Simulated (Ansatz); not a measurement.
## Starting-point dependence of the GW gap of SrTiO3 (Tausonite)

Aim: G0W0 for SrTiO3 (Tausonite) on several starting functionals, at one mesh, band count and screening cutoff.

Method: G0W0 on several functionals, plane waves, PAW, in Ansatz 0.2.0.

## Step 1: The structure

The structure is cubic, space group Pm-3m (No. 221). The conventional cell has a = 3.905 Å, b = 3.905 Å, c = 3.905 Å, α = 90.00°, β = 90.00°, γ = 90.00°. Sr has 12 O at 2.76 Å nearest. Nearest to Ti lie 6 O at 1.95 Å. O has 2 Ti at 1.95 Å and 4 Sr at 2.76 Å nearest. Farther neighbours and most contacts between anions are not listed.

Structure file:

```cif
data_structure
_symmetry_space_group_name_H-M 'P 1'
_symmetry_Int_Tables_number 1
_cell_length_a 3.9053
_cell_length_b 3.9053
_cell_length_c 3.9053
_cell_angle_alpha 90.000
_cell_angle_beta 90.000
_cell_angle_gamma 90.000
_cell_volume 59.56
loop_
_atom_site_label
_atom_site_type_symbol
_atom_site_fract_x
_atom_site_fract_y
_atom_site_fract_z
_atom_site_occupancy
Sr1 Sr 0.50000 0.50000 0.50000 1
Ti2 Ti 0.00000 0.00000 0.00000 1
O3 O 0.50000 0.00000 0.00000 1
O4 O 0.00000 0.50000 0.00000 1
O5 O 0.00000 0.00000 0.50000 1
```

The cell and positions come from the Crystallography Open Database and are kept as given unless a step says otherwise. The default PAW set here is soft_2. Its files were made with PBE.

## Step 2: G0W0 on PBEsol

Now the one-shot GW correction: screening in the RPA, then the self-energy of the levels asked for.

This step: G0W0 on PBEsol, plane waves, PAW.

Contents of input.yaml:

```yaml
crystal:
  lattice:
    - [3.90528, 0.0, 0.0]
    - [0.0, 3.90528, 0.0]
    - [0.0, 0.0, 3.90528]
  atoms:
    - { symbol: Sr, position: [0.5, 0.5, 0.5] }
    - { symbol: Ti, position: [0.0, 0.0, 0.0] }
    - { symbol: O, position: [0.5, 0.0, 0.0] }
    - { symbol: O, position: [0.0, 0.5, 0.0] }
    - { symbol: O, position: [0.0, 0.0, 0.5] }
kpoints:
  mp_grid: { grid: [4, 4, 4] }
hamiltonian:
  xc: pbesol
scf:
  occupations: { method: fixed }
gw:
  n_empty_bands: 177
  ecut_chi: 120
  qp_bands: [v2, c2]
  qp_kpoints: band_edges
  screening: { model: contour_deformation }
```

The run is started by

```
ansatz run input.yaml --threads 3 --pin off --max-ram 92160MiB --backend cuda --events-out ev --progress --plain --runs-dir out --devices 1 --max-vram 13GiB  # rebuilt from the run's record
```

Numbers of over 12 decimals in the logs are rounded to 6 here.

The log of the run:

```text
GPUs: using 1 of 1 available (devices: 1).
Engine: ansatz 0.2.0, x86_64-unknown-linux-gnu
Pseudopotentials: kind: paw
Pseudopotential: Sr, paw, valence charge 10, recommended cutoff 420 eV (normal), Sr.paw.azcp
Pseudopotential: Ti, paw, valence charge 12, recommended cutoff 420 eV (normal), Ti.paw.azcp
Pseudopotential: O, paw, valence charge 6, recommended cutoff 420 eV (normal), O.paw.azcp
Functional definition: PBEsol
  exchange = pbesol_x
  correlation = pbesol_c
device memory: the entry about to start is reckoned to put 0.6 GiB on a device that reports 39.5 GiB free (of which the cap on the GPU budget leaves the run 13.0 GiB)
GPU FFT provider: cuFFT
GPU libraries: cuBLAS 13.8.2, cuFFT 12.4.0, cuSOLVER 12.3.4
Crystal: 5 atoms, lattice volume = 59.560 Å³
Basis set: ecut = 420 eV, 1189 PW (Γ)
Bands: 25, of which v1, the nominal top of the filled ones, is band 20 counted from 1 (19 counted from 0)
Symmetry: 48 space group operations
Space group: Pm-3m (ITA 221), of the structure as read, at distance tolerance 3.9e-5 Å
k-points: 10 of 64
Non-local potential: Sr, projectors of the file, l = 0: 3, l = 1: 2, l = 2: 2
Non-local potential: Ti, projectors of the file, l = 0: 3, l = 1: 2, l = 2: 3, l = 3: 1
Non-local potential: O, projectors of the file, l = 0: 2, l = 1: 2, l = 2: 1
PAW form: soft (Blöchl's): semilocal exchange-correlation on the pseudo side does not see the compensation charge
PAW frozen core: Sr, regenerated for the run's functional, and the local potential with it (the file was generated under x = pbe(κ = 0.804, μ = 0.219515), c = pbe(β = 0.066725))
PAW frozen core: Ti, regenerated for the run's functional, and the local potential with it (the file was generated under x = pbe(κ = 0.804, μ = 0.219515), c = pbe(β = 0.066725))
PAW frozen core: O, regenerated for the run's functional, and the local potential with it (the file was generated under x = pbe(κ = 0.804, μ = 0.219515), c = pbe(β = 0.066725))
PAW one-centre angular grid: Sr, 110 points (default); XC on 64 Gauss nodes
PAW one-centre angular grid: Ti, 590 points (default); XC on 64 Gauss nodes
PAW one-centre angular grid: O, 110 points (default); XC on 64 Gauss nodes
Initial density: superposition of atomic densities (neutral atoms: chi_scale 0, normalization atom), corrected by the library's trained network
Initial wavefunctions: pseudopotential atomic-orbital guess
GPU buffer pool allocated for 19683 grid points (all kernels)
GPU transforms: local potential and band sums: pruned to the plane-wave sphere, on 25×27×27
Functional: x = pbesol(κ = 0.804, μ = 0.123457), c = pbesol(β = 0.046)
SCF iter   1: F=—  HF=-7657.250654 eV  |F-HF|=—  |Δ(HF+E_count)|=         —  Δρ=1.62e-2  dr2=1.30e-1  ethr=1.77e-3  ⟨swp⟩=4.1  Hψ=1109  notcnv=0  defer=21
preconditioner: auto → Resta (q_TF=auto, 2.553 Å⁻¹)  ε∞=5.7  [insulator: Δε(μ)=1.632 eV  Ē_g=12.173 eV  n_scr=18 (ndim 8)  ℏωp=26.4 eV  f_vac=0.000  ε∞_Penn≈5.7]
SCF iter   2: F=—  HF=-7657.225388 eV  |F-HF|=—  |Δ(HF+E_count)|=   2.53e-2  Δρ=6.65e-3  dr2=2.48e-2  ethr=3.26e-4  ⟨swp⟩=2.0  Hψ=457  notcnv=0  defer=24
SCF iter   3: F=—  HF=-7657.220738 eV  |F-HF|=—  |Δ(HF+E_count)|=   4.65e-3  Δρ=1.80e-3  dr2=1.81e-3  ethr=6.20e-5  ⟨swp⟩=2.1  Hψ=358  notcnv=0  defer=23
SCF iter   4: F=—  HF=-7657.220429 eV  |F-HF|=—  |Δ(HF+E_count)|=   3.09e-4  Δρ=6.13e-4  dr2=1.51e-4  ethr=4.53e-6  ⟨swp⟩=2.1  Hψ=402  notcnv=0  defer=25
SCF iter   5: F=—  HF=-7657.220453 eV  |F-HF|=—  |Δ(HF+E_count)|=   2.39e-5  Δρ=9.03e-5  dr2=5.05e-6  ethr=3.77e-7  ⟨swp⟩=2.1  Hψ=414  notcnv=0  defer=14
SCF iter   6: F=—  HF=-7657.220455 eV  |F-HF|=—  |Δ(HF+E_count)|=   1.84e-6  Δρ=2.08e-5  dr2=3.33e-7  ethr=1.26e-8  ⟨swp⟩=2.1  Hψ=347  notcnv=0  defer=12
SCF iter   7: F=-7657.220455 eV  HF=-7657.220455 eV  |F-HF|=2.16e-9  |Δ(HF+E_count)|=   1.79e-7  Δρ=4.50e-6  dr2=9.72e-9  ethr=2.50e-10  ⟨swp⟩=9.2  Hψ=974  notcnv=0
SCF 1 converged in 7 iterations: F = -7657.220455 eV  dr2 = 9.72e-9
  greatest PAW one-centre occupation: 0.999 electrons in one spin orbital (limit 2), on the Ti atom at site 1 (counted from 0), in its partial waves of l = 0
device memory: the entry about to start is reckoned to put 0.7 GiB on a device that reports 38.0 GiB free (of which the cap on the GPU budget leaves the run 13.0 GiB)
NSCF: frozen V_eff on 10 k-points, pencils in batches of 32, up to order 100
the band table was solved once the SCF had ended and its energy, with any forces and stress, was formed, with the checks that follow a solve (1141 applications of the Hamiltonian). They found nothing against the state; the energy, forces and stress were not computed again (output.eigenvalues in the input reference)
device memory: the entry about to start is reckoned to put 2.8 GiB on a device that reports 38.0 GiB free (of which the cap on the GPU budget leaves the run 13.0 GiB)
NSCF: frozen V_eff on 10 k-points
G₀W₀ screening: q 1/10
[... further progress lines ...]
SCF converged after 7 iterations
Free energy (F): -7657.220455 eV
Harris-Foulkes:  -7657.220455 eV  (|F-HF|=2.16e-9)
Internal energy: -7657.220455 eV  (E = F + TS)
E sigma→0 (E₀):  -7657.220455 eV
Fermi energy:    9.855313 eV
--- Per-component energies (eV) ---
  E_band       = -208.360447
  E_kinetic    = 1044.921053
  E_local      = -2380.690660  (includes V_loc(G=0)·N_el)
  E_nonlocal   = 351.359599
  E_hartree    = 829.587085
  E_xc         = -490.673758
  E_vxc        = -568.551655  (∫ρ·V_xc dr)
  E_paw        = -4121.015966  (= ΣΔE_a)
  E_vpaw       = -314.580001  (= ΣTr[D̂ρ^β])
  E_aug_tail   = 0.007539  (compensation charges beyond the density's cutoff)
  E_ewald      = -2891.094941
  E_core_change = 0.379595  (= ΣΔE_core)
  E_smearing   = -0.000000  (= −TS)
  E_closure    = -0.000000  (closes the sum)
  Σ components = -7657.220455   (vs F -7657.220455, Δ=0.00e0)
--- Band table (eV; the first three rows and the last of 10) ---
  k-point 0: bands = [... 16 lower, 8.6649, 9.5064, 9.5064, 9.5064, 11.6683, 11.6683, 11.6683, 14.2097, ... 1 higher]
  k-point 1: bands = [... 16 lower, 8.1642, 8.2155, 9.2602, 9.2602, 11.7522, 12.7558, 12.7558, 14.2204, ... 1 higher]
  k-point 2: bands = [... 16 lower, 7.4658, 7.8370, 9.1247, 9.1247, 11.8404, 13.6414, 13.6414, 14.2262, ... 1 higher]
  k-point 9: bands = [... 16 lower, 6.0844, 9.8553, 9.8553, 9.8553, 14.3306, 14.3306, 14.3306, 16.7461, ... 1 higher]
--- G₀W₀: contour deformation, 7 samples at zero and on the imaginary axis and 2 off it, 64 q-points, 177 empty bands' worth ---
  eigenvalues of the whole cell's RPA ε∞ on this k-mesh (on a slab, of 1 + 4πα/V) = 6.7073, 6.7073, 6.7073; static W/v taken at q = 0 is 0.149092
  bands read: the sum over 197 bands ends inside a degenerate multiplet in 4 slots, whose members it reads at an even weight; the widest, k=0: bands 196 to 198 (counted from 1) at 2/3 each
  gw.qp_kpoints: band_edges: 6 of 10 stored k-points solved, in 1 pass; an edge of the gap read off the rows below is read off those points alone
    valence top: of the k-points left out ik 7 came nearest to being solved in a further pass, in band 20 (counted from 1, as in the quasiparticle table): it holds the edge there only if its correction is more favourable than any solved in that band by at least 0.532 eV; those differ by 0.030 eV
    conduction bottom: of the k-points left out ik 3 came nearest to being solved in a further pass, in band 21 (counted from 1, as in the quasiparticle table): it holds the edge there only if its correction is more favourable than any solved in that band by at least 1.043 eV; those differ by 0.038 eV
    ik  band        ε_KS         Σx   Σc(E_QP)       V_xc       Z   E_QP_lin       E_QP  E_QP is
     0    19      9.5064   -26.3114     4.5756   -21.3993  0.7273     9.1676     9.1699  root
     0    20      9.5064   -26.3114     4.5756   -21.3993  0.7273     9.1676     9.1699  root
     0    21     11.6683   -12.5639    -6.4371   -20.3054  0.7398    13.0116    12.9727  root
     0    22     11.6683   -12.5639    -6.4371   -20.3054  0.7398    13.0116    12.9727  root
     1    19      9.2602   -26.0532     4.5570   -21.1517  0.7253     8.9133     8.9158  root
     1    20      9.2602   -26.0532     4.5570   -21.1517  0.7253     8.9133     8.9158  root
     1    21     11.7522   -12.7183    -6.5505   -20.5917  0.7366    13.1163    13.0751  root
     1    22     12.7558   -14.1905    -6.3885   -21.8590  0.7164    14.0806    14.0357  root
     2    19      9.1247   -26.0446     4.6554   -21.0231  0.7242     8.7558     8.7587  root
     2    20      9.1247   -26.0446     4.6554   -21.0231  0.7242     8.7558     8.7587  root
     2    21     11.8404   -12.8942    -6.6756   -20.9126  0.7331    13.2271    13.1832  root
     2    22     13.6414   -14.8536    -7.0259   -23.1877  0.6912    15.0122    14.9497  root
     5    19      8.2706   -24.7752     4.9516   -19.3687  0.7024     7.8093     7.8157  root
     5    20      9.7662   -25.7795     4.7351   -20.7010  0.7185     9.4202     9.4227  root
     5    21     13.6507   -14.7651    -7.1494   -23.2357  0.6905    15.0361    14.9719  root
     5    22     13.6507   -14.7651    -7.1494   -23.2357  0.6905    15.0361    14.9719  root
     8    19      9.1742   -25.0946     4.7489   -19.9586  0.7139     8.7836     8.7872  root
     8    20      9.8098   -25.8740     4.7411   -20.7923  0.7187     9.4668     9.4693  root
     8    21     13.9326   -14.5160    -7.4791   -23.3197  0.6841    15.3248    15.2573  root
     8    22     13.9326   -14.5160    -7.4791   -23.3197  0.6841    15.3248    15.2573  root
     9    19      9.8553   -25.9739     4.7490   -20.8863  0.7190     9.5143     9.5167  root
     9    20      9.8553   -25.9739     4.7490   -20.8863  0.7190     9.5143     9.5167  root
     9    21     14.3306   -14.4677    -7.9812   -23.7756  0.6697    15.7332    15.6572  root
     9    22     14.3306   -14.4677    -7.9812   -23.7756  0.6697    15.7332    15.6572  root
```

Wall time 9.4 s (1 × NVIDIA H100 80GB HBM3 (shared by 6 runs) with 3 threads of AMD EPYC 7R13 (Zen 3), shared host); peak memory 1.1 GiB; 11 s of CPU time.

This step gave:

| Quantity | Value |
| --- | --- |
| bands summed | 197 |
| RPA ε∞ on this mesh (eigenvalues) | 6.707, 6.707, 6.707 |
| plane waves in the screening matrix | 179 |
| q-points in the mesh | 64 |
| G0W0 gap on the mesh | 3.456 eV |
| k of the valence top | -0.5, -0.5, -0.5 |
| k of the conduction bottom | 0, 0, 0 |
| starting gap on the mesh | 1.813 eV |
| Z at the valence top | 0.7190 |
| Z at the conduction bottom | 0.7398 |
| least direct G0W0 gap on the computed points | 3.803 eV |

The gap on the mesh goes from 1.81 eV to 3.46 eV, a correction of +1.64 eV. Between the two edge states, bare exchange in place of the xc potential would open the gap by 12.83 eV, and correlation takes back 11.19 eV.

[end of part 1 of 2]

[Paths, hosts, dates, memory and timing lines, banners, echoed tables and standing remarks are left out of the program output.]

[Logs are printed without paths, hosts, clocks, repeated set-up lines and the standing remarks that a program may print on its own settings, such as how far it seeks lower states.]

[Runs of the session that timed out or met a known fault of the program may be left out.]

[Cells called generated may have been cut or substituted from an entry of the Crystallography Open Database or the Materials Project.]

[Hosts, paths, dates, database ids (printed as entryN), source tags and the programs' standing remarks are cut or masked in the printed files.]
